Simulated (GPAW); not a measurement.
# Work function of H/Ta(100) at several levels, part 2 of 2

How far do functional and basis move the work function of H/Ta(100)?

GPAW 26.7.0; GPAW, PAW setups; slab in vacuum, relaxation (the session's first sound run).

So far, upper work function (eV): step 2 (relaxation, PBE, GPAW) 3.66; step 3 (the slab's potential, PBE, GPAW) 3.66; step 4 (OptPBE vdW: xc = "optPBE-vdW", GPAW, PAW setups, GPAW) 3.89.

## Step 5: Self-consistent run: xc = "vdW-DF2"

The same geometry under vdW-DF2, to see how far the functional moves the levels against the vacuum (the van der Waals functionals take revPBE setups).

Contents of run.py:

```python
import json
import numpy as np
from ase import Atoms
from gpaw import GPAW, PW

slab = Atoms(
    ['Ta', 'Ta', 'Ta', 'Ta', 'Ta', 'H'],
    positions=[
        [0.00000, 0.00000, 9.00000],
        [1.65500, 1.65500, 10.65500],
        [0.00000, 0.00000, 12.31070],
        [1.65500, 1.65500, 14.01680],
        [-0.00000, 0.00000, 15.47943],
        [1.65500, 1.65500, 15.99414]],
    cell=[[3.31, 0.0, 0.0], [0.0, 3.31, 0.0], [0.0, 0.0, 25.12]],
    pbc=[True, True, False])

slab.calc = GPAW(mode=PW(500), xc='vdW-DF2', kpts={'size': (10, 10, 1), 'gamma': True},
                 occupations={'name': 'fermi-dirac', 'width': 0.1}, nbands='160%',
                 convergence={'density': 1e-05}, maxiter=200,
                 poissonsolver={'dipolelayer': 'xy'},
                 symmetry={'tolerance': 1e-3}, txt='slab.txt')
result = {}
energy = slab.get_potential_energy()
fermi = slab.calc.get_fermi_level()
v = slab.calc.get_electrostatic_potential().mean((0, 1)) - fermi
n = slab.calc.get_pseudo_density().mean((0, 1))
L = slab.cell[2, 2]
z = np.arange(len(v)) * L / len(v)
low, high = slab.positions[:, 2].min(), slab.positions[:, 2].max()
below, above = np.interp([low - 6.8, high + 6.8], z, v)
slopes = [np.interp(x, z, np.gradient(v, z)) for x in (low - 6.8, high + 6.8)]
eps = np.array([[slab.calc.get_eigenvalues(k, s) for k in range(len(slab.calc.get_ibz_k_points()))]
                for s in range(slab.calc.get_number_of_spins())]) - fermi
top, bottom = eps[eps < 0].max(), eps[eps > 0].min()
dipole = slab.get_dipole_moment()[2]
print(f'energy {energy:.4f} eV, Fermi level {fermi:.4f} eV, dipole {dipole:.5f} e A')
print(f'potential 6.8 A off the faces, from the Fermi level: lower {below:.4f} eV, upper {above:.4f} eV')
print(f'slope of the potential there: lower {slopes[0]:.5f}, upper {slopes[1]:.5f} eV/A')
print(f'nearest levels on the mesh: {top:.4f} and {bottom:.4f} eV')
print('magnetic moment', round(slab.get_magnetic_moment(), 3))
result.update(energy=energy, fermi=fermi, dipole=dipole, below=below, above=above, slopes=slopes, edges=[top, bottom],
              z=z.tolist(), v=v.tolist(), n=n.tolist(), positions=slab.positions.tolist(),
              forces=slab.get_forces(apply_constraint=False).tolist(), moments=slab.get_magnetic_moments().tolist())
json.dump(result, open('result.json', 'w'))
```

Run with:

```console
> OMP_NUM_THREADS=1 OPENBLAS_NUM_THREADS=1 python run.py
```

The log of the run:

```text
energy -783.7891 eV, Fermi level 1.5111 eV, dipole 0.01375 e A
potential 6.8 A off the faces, from the Fermi level: lower 4.2886 eV, upper 4.0600 eV
slope of the potential there: lower -0.00007, upper 0.00012 eV/A
nearest levels on the mesh: -0.0188 and 0.0323 eV
magnetic moment 0.0
```

Wall time 5.5 min (1 thread of Arm Neoverse V1, shared host); peak memory 0.58 GiB.

This step gave:

```
dipole along the normal                    : 0.01375 e·Å
levels nearest the Fermi level on the mesh : -0.01881, 0.03231 eV from the Fermi level
upper work function                        : 4.060 eV
lower work function                        : 4.289 eV
```

The electrostatic potential energy of an electron (without an applied field's), less the Fermi level, planar mean oscillates, so the rows of the table below give means over windows of 1.58 Å about each position, cut where the curve ends. Its maxima inside the range that stand out by 2 % of the span (Å: eV): 9.9: -7.11, 11.4: -7.19, 13.2: -6.67, 14.7: -10.3. Its minima: 9.0: -17.8, 10.7: -17.4, 12.3: -17.5, 14.0: -17.7, 15.4: -18.8.

The electrostatic potential energy of an electron (without an applied field's), less the Fermi level, planar mean by z; means over each step:

```
z (Å)  electrostatic potential energy of an electron (without an applied field's), less the Fermi level, planar mean (eV)
 0.79                                                                                                                4.27
 2.37                                                                                                                4.29
 3.95                                                                                                                4.29
 5.53                                                                                                                4.22
 7.11                                                                                                                2.93
 8.69                                                                                                               -10.6
10.27                                                                                                               -12.1
11.85                                                                                                               -12.1
13.43                                                                                                               -11.6
15.01                                                                                                               -14.5
16.59                                                                                                               -2.72
18.17                                                                                                                3.75
19.75                                                                                                                4.05
21.33                                                                                                                4.06
22.91                                                                                                                4.06
24.49                                                                                                                4.07
```

The upper face's work function is 4.060 eV, against 3.664 eV in the first plane-wave PBE run at this geometry.

## Step 6: Self-consistent run: xc = "revPBE"

The same geometry under revPBE, to see how far the functional moves the levels against the vacuum.

run.py: that of step 5 with these lines changed.

```diff
@@ -17,3 +17,3 @@
 
-slab.calc = GPAW(mode=PW(500), xc='vdW-DF2', kpts={'size': (10, 10, 1), 'gamma': True},
+slab.calc = GPAW(mode=PW(500), xc='revPBE', kpts={'size': (10, 10, 1), 'gamma': True},
                  occupations={'name': 'fermi-dirac', 'width': 0.1}, nbands='160%',
```

The log of the run:

```text
energy -47.5446 eV, Fermi level 1.7659 eV, dipole 0.01908 e A
potential 6.8 A off the faces, from the Fermi level: lower 3.8409 eV, upper 3.5241 eV
slope of the potential there: lower -0.00002, upper 0.00008 eV/A
nearest levels on the mesh: -0.0003 and 0.0243 eV
magnetic moment 0.0
```

It took 4.9 min on 1 thread; peak memory 0.37 GiB.

This step gave:

```yaml
dipole_along_the_normal: 0.01908 e·Å
levels_nearest_the_fermi_level_on_the_mesh: -3.44e-4, 0.02432 eV from the Fermi level
upper_work_function: 3.524 eV
lower_work_function: 3.841 eV
```

The upper face's work function is 3.524 eV, against 3.664 eV in the first plane-wave PBE run at this geometry.

## Step 7: Self-consistent run: xc = "LDA"

The same geometry under LDA, to see how far the functional moves the levels against the vacuum.

run.py: that of step 6 with these lines changed.

```diff
@@ -17,3 +17,3 @@
 
-slab.calc = GPAW(mode=PW(500), xc='revPBE', kpts={'size': (10, 10, 1), 'gamma': True},
+slab.calc = GPAW(mode=PW(500), xc='LDA', kpts={'size': (10, 10, 1), 'gamma': True},
                  occupations={'name': 'fermi-dirac', 'width': 0.1}, nbands='160%',
```

The log of the run:

```text
energy -54.4141 eV, Fermi level 1.3566 eV, dipole 0.01194 e A
potential 6.8 A off the faces, from the Fermi level: lower 4.1829 eV, upper 3.9841 eV
slope of the potential there: lower -0.00000, upper 0.00008 eV/A
nearest levels on the mesh: -0.0169 and 0.0193 eV
magnetic moment 0.0
```

It took 4.5 min on 1 thread; peak memory 0.37 GiB.

Numbers from this step:

```yaml
dipole_along_the_normal: 0.01194 e·Å
levels_nearest_the_fermi_level_on_the_mesh: -0.01691, 0.01930 eV from the Fermi level
upper_work_function: 3.984 eV
lower_work_function: 4.183 eV
```

The upper face's work function is 3.984 eV, against 3.664 eV in the first plane-wave PBE run at this geometry.

## Step 8: Self-consistent run: xc = "RPBE"

The same geometry under RPBE, to see how far the functional moves the levels against the vacuum.

run.py: that of step 7 with these lines changed.

```diff
@@ -17,3 +17,3 @@
 
-slab.calc = GPAW(mode=PW(500), xc='LDA', kpts={'size': (10, 10, 1), 'gamma': True},
+slab.calc = GPAW(mode=PW(500), xc='RPBE', kpts={'size': (10, 10, 1), 'gamma': True},
                  occupations={'name': 'fermi-dirac', 'width': 0.1}, nbands='160%',
```

The log of the run:

```text
energy -47.1282 eV, Fermi level 1.7892 eV, dipole 0.01939 e A
potential 6.8 A off the faces, from the Fermi level: lower 3.8258 eV, upper 3.5039 eV
slope of the potential there: lower -0.00002, upper 0.00009 eV/A
nearest levels on the mesh: -0.0160 and 0.0005 eV
magnetic moment 0.0
```

Wall time 4.7 min (1 thread); peak memory 0.37 GiB.

Numbers from this step:

| Quantity | Value |
| --- | --- |
| dipole along the normal | 0.01939 e·Å |
| levels nearest the Fermi level on the mesh | -0.01603, 4.90e-4 eV from the Fermi level |
| upper work function | 3.504 eV |
| lower work function | 3.826 eV |

The upper face's work function is 3.504 eV, against 3.664 eV in the first plane-wave PBE run at this geometry.

## Step 9: Real-space grid: mode = "fd"

A real-space grid is a second complete basis, so it checks the plane-wave result.

run.py: that of step 8 with these lines changed.

```diff
@@ -3,3 +3,3 @@
 from ase import Atoms
-from gpaw import GPAW, PW
+from gpaw import GPAW
 
@@ -17,3 +17,3 @@
 
-slab.calc = GPAW(mode=PW(500), xc='RPBE', kpts={'size': (10, 10, 1), 'gamma': True},
+slab.calc = GPAW(mode='fd', h=0.18, xc='PBE', kpts={'size': (10, 10, 1), 'gamma': True},
                  occupations={'name': 'fermi-dirac', 'width': 0.1}, nbands='160%',
```

The log of the run:

```text
energy -49.5264 eV, Fermi level -3.8083 eV, dipole 0.01758 e A
potential 6.8 A off the faces, from the Fermi level: lower 3.9535 eV, upper 3.6631 eV
slope of the potential there: lower -0.00005, upper 0.00002 eV/A
nearest levels on the mesh: -0.0028 and 0.0013 eV
magnetic moment 0.0
```

Wall time 15 min (1 thread); peak memory 1.6 GiB.

Numbers from this step:

| Quantity | Value |
| --- | --- |
| dipole along the normal | 0.01758 e·Å |
| levels nearest the Fermi level on the mesh | -0.002776, 0.001347 eV from the Fermi level |
| upper work function | 3.663 eV |
| lower work function | 3.953 eV |

The electrostatic potential energy of an electron (without an applied field's), less the Fermi level, planar mean oscillates, so the rows of the table below give means over windows of 1.61 Å about each position, cut where the curve ends. Its maxima inside the range that stand out by 2 % of the span (Å: eV): 9.9: -6.91, 11.5: -6.90, 13.2: -6.36, 14.7: -10.00. Its minima: 9.0: -17.6, 10.7: -17.2, 12.3: -17.2, 14.0: -17.4, 15.5: -18.6.

Table of electrostatic potential energy of an electron (without an applied field's), less the Fermi level, planar mean by z; means over each step:

```
z (Å)  electrostatic potential energy of an electron (without an applied field's), less the Fermi level, planar mean (eV)
 0.81                                                                                                                3.95
 2.42                                                                                                                3.95
 4.02                                                                                                                3.95
 5.63                                                                                                                3.90
 7.24                                                                                                                2.37
 8.85                                                                                                               -11.3
10.46                                                                                                               -11.9
12.07                                                                                                               -11.9
13.68                                                                                                               -11.9
15.29                                                                                                               -13.9
16.90                                                                                                               0.142
18.51                                                                                                                3.54
20.12                                                                                                                3.66
21.73                                                                                                                3.66
23.34                                                                                                                3.66
24.95                                                                                                                3.66
```

The upper face's work function is 3.663 eV, against 3.664 eV in the first plane-wave PBE run at this geometry.

## Step 10: Atomic orbitals: mode = "lcao"

Atom-centred orbitals end a few angstrom from the surface, which tests how much the density's tail matters.

run.py: that of step 9 with these lines changed.

```diff
@@ -17,4 +17,4 @@
 
-slab.calc = GPAW(mode='fd', h=0.18, xc='PBE', kpts={'size': (10, 10, 1), 'gamma': True},
-                 occupations={'name': 'fermi-dirac', 'width': 0.1}, nbands='160%',
+slab.calc = GPAW(mode='lcao', basis='dzp', h=0.18, xc='PBE', kpts={'size': (10, 10, 1), 'gamma': True},
+                 occupations={'name': 'fermi-dirac', 'width': 0.1}, nbands='120%',
                  convergence={'density': 1e-05}, maxiter=200,
```

The log of the run:

```text
energy -48.1671 eV, Fermi level -3.7890 eV, dipole 0.01708 e A
potential 6.8 A off the faces, from the Fermi level: lower 3.9301 eV, upper 3.6480 eV
slope of the potential there: lower -0.00000, upper -0.00000 eV/A
nearest levels on the mesh: -0.0084 and 0.0072 eV
magnetic moment 0.0
```

Wall time 22 min (1 thread); peak memory 0.53 GiB.

Numbers from this step:

```yaml
dipole_along_the_normal: 0.01708 e·Å
levels_nearest_the_fermi_level_on_the_mesh: -0.008450, 0.007242 eV from the Fermi level
upper_work_function: 3.648 eV
lower_work_function: 3.930 eV
```

The upper face's work function is 3.648 eV, against 3.664 eV in the first plane-wave PBE run at this geometry.

## Step 11: The ladder

Times are for 1 thread of Arm Neoverse V1, shared host. Results by setting:

```
no.         run  upper work function (eV)  lower work function (eV)     time  memory (GiB)
  1          pw                     3.664                     3.953  4.7 min          0.36
  2  optPBE vdW                     3.890                     4.148  4.9 min          0.58
  3     vdW DF2                     4.060                     4.289  5.5 min          0.58
  4      revPBE                     3.524                     3.841  4.9 min          0.37
  5         LDA                     3.984                     4.183  4.5 min          0.37
  6        RPBE                     3.504                     3.826  4.7 min          0.37
  7          fd                     3.663                     3.953   15 min           1.6
  8        lcao                     3.648                     3.930   22 min          0.53
```

## Step 12: Side by side

Results and costs are gathered.

This step: comparison of work functions, dipole and cost (GPAW 26.7.0).

Ladder, by row:

```
      step  code  work function, upper (eV)  work function, lower (eV)  dipole (e Å)  wall time (s)  peak memory (GiB)  threads
        pw  GPAW                      3.664                      3.953       0.01741            284               0.36        1
optPBE-vdW  GPAW                       3.89                      4.148       0.01555          296.6               0.58        1
   vdW-DF2  GPAW                       4.06                      4.289       0.01375          327.1               0.58        1
    revPBE  GPAW                      3.524                      3.841       0.01908          296.8               0.37        1
       LDA  GPAW                      3.984                      4.183       0.01194          267.1               0.37        1
      RPBE  GPAW                      3.504                      3.826       0.01939          280.1               0.37        1
        fd  GPAW                      3.663                      3.953       0.01758          927.9               1.64        1
      lcao  GPAW                      3.648                       3.93       0.01708           1309               0.53        1
```

## Step 13: A changed run

One more run, with changed settings.

This step: GPAW, PAW setups; slab in vacuum (GPAW 26.7.0).

run.py: that of step 10 with these lines changed.

```diff
@@ -3,3 +3,3 @@
 from ase import Atoms
-from gpaw import GPAW
+from gpaw import GPAW, PW
 
@@ -17,5 +17,5 @@
 
-slab.calc = GPAW(mode='lcao', basis='dzp', h=0.18, xc='PBE', kpts={'size': (10, 10, 1), 'gamma': True},
-                 occupations={'name': 'fermi-dirac', 'width': 0.1}, nbands='120%',
-                 convergence={'density': 1e-05}, maxiter=200,
+slab.calc = GPAW(mode=PW(500), xc='PBE', kpts={'size': (10, 10, 1), 'gamma': True},
+                 occupations={'name': 'fermi-dirac', 'width': 0.1}, nbands='100%',
+                 convergence={'density': 1e-05}, maxiter=100,
                  poissonsolver={'dipolelayer': 'xy'},
```

The log of the run:

```text
gpaw.KohnShamConvergenceError
```

It took 15 min on 1 thread; peak memory 0.32 GiB.

No converged result was reached; the numbers in the log don't describe the system.

The fault put into the input: too few bands, under a cap of 100 iterations, which ended the run (nbands = "100 % of the filled bands").

## Step 14: Outcome

```yaml
work_function_upper_and_lower_face: 3.664 and 3.953 eV
dipole_along_the_normal: 0.0174 e Å
```

What this shows: With plane waves and PBE the work function is 3.66 eV on the upper face and 3.95 eV on the lower. The two faces differ by 0.29 eV, the step that the slab's dipole makes (e p/(ε0 A) gives 0.29 eV), so the dipole layer is needed. Over the sound runs of the table the upper face's work function spans 3.504 (RPBE) to 4.060 eV (vdW-DF2). The cell of 11.0 Å² holds one H, started on one chosen site; other sites and coverages weren't tried. The in-plane lattice was kept as typed, which isn't the functional's own and leaves some strain; spin-orbit coupling and temperature are left out.

[Logs are printed without paths, hosts, clocks, repeated set-up lines and the standing remarks that a program may print on its own settings, such as how far it seeks lower states.]

[Hosts, paths, dates, database ids (printed as entryN), source tags and the programs' standing remarks are cut or masked in the printed files.]
